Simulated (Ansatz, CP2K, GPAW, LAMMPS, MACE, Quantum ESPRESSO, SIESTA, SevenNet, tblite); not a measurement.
**tblite on amorphous Si0.9Ge0.1 (94 atoms): settings against a plane-wave reference**

Wanted: tblite inputs and outputs for amorphous Si0.9Ge0.1 (94 atoms), checked against a plane-wave reference.

Program: tblite 0.8.0. Level of theory: the method is named at each step. Results are calculated unless marked as measured.

### 1. Set-up

The cell holds 94 atoms: 85 Si and 9 Ge. Its edges and angles: a = 12.402 Å, b = 12.402 Å, c = 12.402 Å, α = 90.0°, β = 90.0°, γ = 90.0°. 94 atoms (85 Si, 9 Ge) placed at random at 2.65 g/cm³, melted at 3500 K for 10 ps at fixed volume with the Tersoff potential (Tersoff, Phys. Rev. B 39, 5566 (1989)). Quenched from 3500 K to 700 K at 3 K/ps and fixed volume, held 5 ps.

The yardstick, on the same geometry:

```
method                 : Kohn-Sham DFT, PBE, PAW, plane waves (Ansatz 0.2.0); cutoff 420 eV, Γ point, fermi-dirac smearing of 0.05 eV; PAW set soft_2
r.m.s. force component : 0.7519 eV/Å
longest force          : 2.567 eV/Å
pressure               : 1.79 GPa
SCF cycles             : 11
time                   : 11 s on 8 threads of Arm Neoverse V2, shared host
CPU time               : 83 s
```

### 2. IPEA1-xTB

Method: IPEA1-xTB tight binding, diagonalisation.

run.py

```python
import numpy as np
from ase.io import read
from tblite.ase import TBLite

atoms = read("structure.xyz")
atoms.calc = TBLite(method="IPEA1-xTB", electronic_temperature=580, accuracy=1.0, max_iterations=250, mixer_damping=0.1, verbosity=1)
energy = atoms.get_potential_energy()
forces = atoms.get_forces()
print(f"energy {energy:.6f} eV")
print("forces (eV/A)")
for i, (a, f) in enumerate(zip(atoms, forces)):
    print(f"{i:4d} {a.symbol:2s} {f[0]:10.5f} {f[1]:10.5f} {f[2]:10.5f}")
stress = -atoms.get_stress(voigt=False) * 160.21766
print("stress (GPa, compression positive)")
for row in stress:
    print(" ".join(f"{x:10.4f}" for x in row))
print("charges (e)")
print(np.array2string(atoms.get_charges(), precision=4, suppress_small=True, max_line_width=110, threshold=100000))
```

structure.xyz

```xyz
94
Lattice="12.40220 0.00000 0.00000 0.00000 12.40220 0.00000 0.00000 0.00000 12.40220" Properties=species:S:1:pos:R:3 pbc="T T T"
Si 4.42759 6.89203 2.36907
Si 12.19248 10.92175 10.40941
Si 7.27587 9.67967 10.81472
Si 0.09240 9.75061 4.98296
Si 3.77362 9.71551 4.45140
Si 2.89914 5.09408 12.01476
Si 1.51307 9.17118 1.68732
Si 9.82329 5.74135 6.88496
Si 2.86850 2.71187 6.62885
Si 2.54791 7.90938 3.51875
Si 0.45628 2.09758 2.36187
Si 3.23908 12.27136 11.03883
Si 0.86791 0.47240 11.34739
Si 11.04056 3.88164 11.50664
Si 2.70331 4.53796 8.42246
Si 5.10859 9.54721 9.59112
Si 11.81297 4.38182 4.74979
Si 6.92130 8.93901 7.32437
Si 0.48505 0.15155 1.14088
Si 4.96534 2.32157 8.12357
Si 0.69130 11.38472 6.54687
Si 8.27202 1.08383 11.48332
Si 5.94623 10.10866 4.39757
Si 7.09592 11.05731 2.45055
Si 8.43945 8.61928 8.99060
Si 0.89780 6.34497 12.16718
Si 11.28476 6.28209 10.84882
Si 7.79342 4.63941 9.75086
Si 2.43802 3.48142 10.41475
Si 10.09551 7.80495 12.03472
Si 6.25232 6.42062 3.80872
Si 9.19263 2.87012 10.30846
Si 8.50431 2.94602 4.55657
Si 11.68300 9.32869 2.67639
Si 2.07923 11.37579 2.14335
Si 1.04141 6.03454 7.59498
Si 6.91423 8.17392 5.13079
Si 8.03638 7.00352 0.60833
Si 3.15301 8.58195 6.58978
Si 5.60245 4.74657 5.23782
Si 1.32145 5.73800 3.92244
Si 1.20239 9.18110 9.74639
Si 5.39669 0.25474 1.69178
Si 4.69609 6.15273 11.02667
Si 8.60254 3.65629 6.73539
Si 9.67024 0.92434 4.55235
Si 8.76377 11.51333 10.51248
Si 8.65946 6.45076 2.91477
Si 2.17287 10.25315 7.87031
Si 3.96474 0.90139 5.41418
Si 6.34645 4.36185 7.64732
Si 1.26825 7.57340 5.67413
Si 6.72187 3.63769 1.19173
Si 9.79947 4.40055 3.36918
Si 6.13810 1.73569 12.20277
Si 5.00615 8.84264 1.15229
[... 34 atom lines left out ...]
Ge 4.32800 2.01809 10.40470
Ge 11.02977 3.44198 1.58823
Ge 10.35522 9.36614 5.87133
Ge 7.13040 9.25613 0.69589
```

On the command line:

```
> OMP_NUM_THREADS=1 python run.py > output.txt
```

The log of the run:

```text
------------------------------------------------------------
  cycle        total energy    energy error   density error
------------------------------------------------------------
      1     -179.1590249255  -1.8002425E+02   5.8658250E-01
      2     -181.1006236570  -1.9415987E+00   4.9540246E-01
      3     -181.2009871995  -1.0036354E-01   3.7123864E-01
      4     -181.0876362833   1.1335092E-01   1.0107912E-01
      5     -181.2111370903  -1.2350081E-01   6.1655809E-02
      6     -181.2555597363  -4.4422646E-02   2.4736130E-02
      7     -181.2651077770  -9.5480407E-03   6.8795037E-03
      8     -181.2673938007  -2.2860236E-03   3.3191952E-03
      9     -181.2675102169  -1.1641623E-04   2.3603533E-03
     10     -181.2675122359  -2.0189875E-06   1.5813065E-03
     11     -181.2675163791  -4.1432021E-06   4.7192503E-04
     12     -181.2675239547  -7.5756679E-06   1.9113114E-04
     13     -181.2675247447  -7.8994293E-07   1.2915576E-04
     14     -181.2675247571  -1.2388057E-08   8.5366664E-05
     15     -181.2675247742  -1.7163472E-08   3.1144911E-05
     16     -181.2675247909  -1.6707276E-08   1.2881324E-05
------------------------------------------------------------
 total:                                   8.153 sec
energy -4932.540591 eV
forces (eV/A)
   0 Si   -0.06864   -0.74630    0.51560
   1 Si    0.09546    0.67106    0.55138
   2 Si   -0.28319    0.81168   -2.21221
   3 Si    0.48490   -1.15034   -0.82759
   4 Si   -2.45122    0.02311    1.15667
   5 Si   -0.34161   -0.29297    0.14226
   6 Si   -0.66008   -0.29514    1.28390
   7 Si   -0.39844   -0.12362   -0.35804
   8 Si    1.25256    0.33587    1.66677
   9 Si    0.41010   -0.46709   -1.18836
  10 Si    0.77099    0.55430    0.93694
  11 Si   -0.17746    0.27148   -0.19773
  12 Si    0.28225   -0.15698   -1.90085
  13 Si   -0.24475    0.20023   -0.27547
  14 Si    0.37137    1.11234   -1.73315
  15 Si    0.03283    0.74558    2.42950
  16 Si    0.15890    0.10471   -0.52765
  17 Si    0.53683    0.72584   -0.66793
  18 Si   -0.87421    0.82049    0.21436
  19 Si    0.39064    0.70901   -0.45475
  20 Si    0.41467    1.79564   -0.30229
  21 Si   -0.19137    1.27529    0.69322
  22 Si    2.09057    1.30175   -1.14524
  23 Si   -1.05172   -0.32585   -0.20760
[...]
86 Ge   -0.51491    0.31128   -0.10362
  87 Ge   -1.10835   -0.64735   -0.48764
  88 Ge    0.31940   -1.27595   -0.15875
  89 Ge   -0.80393    0.70754   -0.43007
  90 Ge    0.73768   -0.70078    1.18890
  91 Ge    1.21212    0.52757   -1.65391
  92 Ge   -0.82086   -0.03228   -0.64821
  93 Ge    3.34333    0.95447    0.75139
stress (GPa, compression positive)
    6.6293     0.9811    -1.0173
    0.9811     4.5170     1.8861
   -1.0173     1.8861     4.5264
charges (e)
[ 0.0426 -0.0446  0.1204  0.1638  0.0042 -0.0214  0.0661  0.1244  0.004   0.0604  0.2026  0.1295  0.0064
  0.1566  0.0517 -0.01    0.0288  0.048   0.0902  0.1638  0.0069  0.0576 -0.0213  0.1287  0.108  -0.0098
  0.0695  0.077   0.0772  0.1665 -0.0213 -0.0001 -0.0083  0.232  -0.0399 -0.0134 -0.0134  0.1835 -0.0231
 -0.0358  0.0991 -0.0357  0.0105 -0.0432 -0.0039  0.0332  0.0073  0.1163 -0.0076  0.0394  0.0279  0.0492
  0.0831  0.1895  0.1327  0.1171 -0.025  -0.0235  0.1457 -0.0224 -0.0145  0.1236  0.0952  0.0245 -0.0111
  0.0155 -0.0218  0.1086  0.1436 -0.027  -0.0161 -0.0204  0.1827  0.0236  0.0313  0.0073  0.0405  0.0441
 -0.0477  0.157   0.1689  0.0327  0.2359  0.0455  0.008  -0.54   -0.5807 -0.3365 -0.4698 -0.5407 -0.5928
 -0.3976 -0.524  -0.5456]
```

Run time: 8.7 s. Hardware: 1 thread of Arm Neoverse V2, shared host; peak memory 0.19 GiB.

Banners, paths, timers and routine set-up lines are dropped from the logs unmarked, and long logs keep their key lines alone; longer cuts are marked.

Compared with the plane-wave run:

```yaml
r_m_s_force_component: 0.9405 eV/Å
r_m_s_difference_of_force_components: 292.9 meV/Å
longest_difference_of_force_vectors: 1641 meV/Å
force_difference_over_r_m_s_force: 38.95 %
slope_of_forces_against_the_reference_s: 1.206
correlation_of_force_components: 0.9645
pressure: 5.224 GPa
pressure_difference: 3.435 GPa
```

Length of the force difference by element (eV/Å):

```
element  atoms  mean  most
     Ge      9  0.69   1.6
     Si     85  0.41   1.6
```

Local excerpt of 12 atoms (numbers count through the whole input) about Si19, picked at random; x, y, z are measured from there.

```
atom      x      y      z  distance (Å)  bonds  Mulliken charge (e)     Fx     Fy  Fz (eV/Å)
Si19   0.00   0.00   0.00          0.00      4                 0.09  -0.87   0.82       0.21
Si35   1.59  -1.18   1.00          2.22      4                -0.04   1.19  -0.37       1.76
Si13   0.38   0.32  -2.20          2.25      4                 0.01   0.28  -0.16      -1.90
Si11  -0.03   1.95   1.22          2.30      4                 0.20   0.77   0.55       0.94
Ge86  -1.98  -1.25   0.34          2.37      4                -0.54  -1.41  -0.22       0.64
 Si7   1.03  -3.38   0.55          3.58      4                 0.07  -0.66  -0.30       1.28
 Si2  -0.69  -1.63  -3.13          3.60      4                -0.04   0.10   0.67       0.55
Si12   2.75  -0.28  -2.50          3.73      4                 0.13  -0.18   0.27      -0.20
Si77   3.44  -1.46  -0.39          3.76      4                 0.04   0.22   0.15      -0.13
Si34  -1.20  -3.23   1.54          3.77      4                 0.23   1.49   1.56       0.69
Ge92  -1.86   3.29   0.45          3.80      5                -0.40   1.21   0.53      -1.65
Si80  -2.52  -2.37  -1.73          3.87      4                 0.16   0.29   0.71      -0.87
```

Atoms are counted from 1 here, from 0 in the log.

Forces lie 39 % from the reference's, at 0.10 times its CPU time (on 1 against 8 cores).

### 3. GFN1-xTB

Method: GFN1-xTB tight binding, diagonalisation.

Edit run.py of step 2 so:

```diff
@@ -5,3 +5,3 @@
 atoms = read("structure.xyz")
-atoms.calc = TBLite(method="IPEA1-xTB", electronic_temperature=580, accuracy=1.0, max_iterations=250, mixer_damping=0.1, verbosity=1)
+atoms.calc = TBLite(method="GFN1-xTB", electronic_temperature=580, accuracy=1.0, max_iterations=250, mixer_damping=0.1, verbosity=1)
 energy = atoms.get_potential_energy()
```

structure.xyz is that of step 2.

The log of the run:

```text
------------------------------------------------------------
  cycle        total energy    energy error   density error
------------------------------------------------------------
      1     -163.1097791103  -1.6389689E+02   5.0581254E-01
      2     -170.3687777287  -7.2589986E+00   4.2393404E-01
      3     -170.6085090013  -2.3973127E-01   3.7565088E-01
      4     -169.3893294471   1.2191796E+00   2.2354413E-01
      5     -170.5442997957  -1.1549703E+00   6.8746856E-02
      6     -170.7152700104  -1.7097021E-01   2.0121925E-02
[...]
20     -170.7368678758  -1.8576998E-08   3.0592847E-05
     21     -170.7368678787  -2.9183411E-09   2.2931912E-05
     22     -170.7368678791  -3.4370373E-10   1.2875095E-05
------------------------------------------------------------
 total:                                   9.673 sec
energy -4645.986820 eV
forces (eV/A)
   0 Si   -0.26691   -0.83155    0.25209
   1 Si    0.07786    0.65986    0.76931
   2 Si   -0.43293    0.60104   -1.74225
   3 Si    0.58137   -0.92479   -0.90628
   4 Si   -2.38654    0.13748    0.88200
   5 Si   -0.51734   -0.34050    0.38303
[...]
91 Ge    0.84757    0.23431   -1.37661
  92 Ge   -0.72673   -0.21505   -0.58287
  93 Ge    2.98289    0.76914    0.74992
stress (GPa, compression positive)
   11.1208     0.9737    -0.5939
    0.9737     9.2181     1.6311
   -0.5939     1.6311     9.5234
charges (e)
[ 0.0312 -0.0287  0.0686  0.0978 -0.0193 -0.0705  0.0107  0.0476 -0.0064  0.0762  0.0874  0.0893 -0.0125
  0.0762  0.0488  0.0096 -0.0172  0.0283  0.0011  0.115   0.0119 -0.026  -0.0064  0.0866  0.0449 -0.0305
  0.0203  0.0264  0.0262  0.0292  0.0011 -0.0614 -0.052   0.0682 -0.0583 -0.0028 -0.032   0.0947 -0.0369
 -0.0206  0.0626 -0.0186 -0.0378 -0.031   0.0084 -0.0081  0.0171  0.0245  0.0158  0.0287  0.0359  0.0571
  0.0289  0.0678  0.0739  0.0222  0.0096 -0.0123  0.0709 -0.0169 -0.0349  0.0749  0.0521 -0.0083 -0.005
 -0.0019 -0.0376  0.0356  0.0593 -0.0266 -0.0041 -0.0399  0.0502  0.0429  0.0587 -0.0272  0.043   0.0076
 -0.0547  0.068   0.0419  0.0246  0.1284  0.0035 -0.0042 -0.2351 -0.2606 -0.0235 -0.1372 -0.1749 -0.2624
 -0.0758 -0.1753 -0.2162]
```

The job ended after 10 s (1 thread; peak memory 0.19 GiB).

Against the reference:

```yaml
r_m_s_force_component: 0.8915 eV/Å
r_m_s_difference_of_force_components: 295.9 meV/Å
longest_difference_of_force_vectors: 1209 meV/Å
force_difference_over_r_m_s_force: 39.35 %
slope_of_forces_against_the_reference_s: 1.125
correlation_of_force_components: 0.9492
pressure: 9.954 GPa
pressure_difference: 8.165 GPa
```

Against the first run (39 %), the force difference from the reference is 39 %, at 1.2 times the CPU time.

### 4. The ladder

Differences are against the plane-wave reference, forces as r.m.s. over components; share is that over the reference's r.m.s. force, slope the least-squares factor from reference forces to these. Total energies of different programs have different zeros and aren't compared.

```
             run  Δ force, r.m.s. (meV/Å)  share (%)  slope  Δ pressure (GPa)  cores  CPU time  memory (GiB)
       reference                        -          -      -                 -      8      83 s           2.2
tblite IPEA1-xTB                      293       38.9  1.206              3.43      1     8.7 s          0.19
 tblite GFN1-xTB                      296       39.4  1.125              8.16      1      10 s          0.19
```

CPU time is summed over cores on a shared host, where runs went side by side, so it is rough. Symmetry, cutoffs, thresholds, outputs and thread counts weren't matched or tuned between programs; memory under MPI is the largest rank's times the ranks.

Mean charges by element (e), by run and scheme:

```
             run    scheme     Si     Ge
       reference    Löwdin  +0.05  -0.03
tblite IPEA1-xTB  Mulliken  +0.05  -0.50
 tblite GFN1-xTB  Mulliken  +0.02  -0.17
```

The reference's Löwdin charges lack the electrons that the projection spills, 0.045 e an atom on average.

### 5. What came out

```json
{
 "nearest in forces": "a tie at 39 % of 2 runs: tblite IPEA1-xTB; tblite GFN1-xTB"
}
```

In words: Tight binding differs by 39 % in each run; it is another model, with fitted parameters of its own, and the xTB methods hold dispersion. IPEA1-xTB was fitted to ionisation energies and electron affinities, not to forces or charges. Of the electronic-structure runs that take under half the reference's CPU time, tblite IPEA1-xTB is among the nearest, at 39 % in 8.7 s against 83 s; its pressure misses by +3.4 GPa. Charges hang on model, scheme and program or settings: among these rows the mean for Ge runs from -0.50 to -0.03 e. Periodic xTB results under one method name differ between programs and library versions. The quench rate of 3 K/ps is many orders above laboratory rates, so the cell is likely richer in defects and strain than a real sample. The network of bonds at the start is that of the classical potential that made the cell, and needn't be the one that DFT or experiment would give. The electronic-structure runs sample only Γ, in a cell whose shortest periodic width is 12 Å, which is coarse for a cell with partly filled levels.

[Also dropped from logs without a mark: logging warnings of Python, and SIESTA's first energy breakdown and zero terms.]

[Logs are printed without paths, hosts, clocks, repeated set-up lines and the standing remarks that a program may print on its own settings, such as how far it seeks lower states.]

[Hosts, paths, dates, database ids (printed as entryN), source tags and the programs' standing remarks are cut or masked in the printed files.]
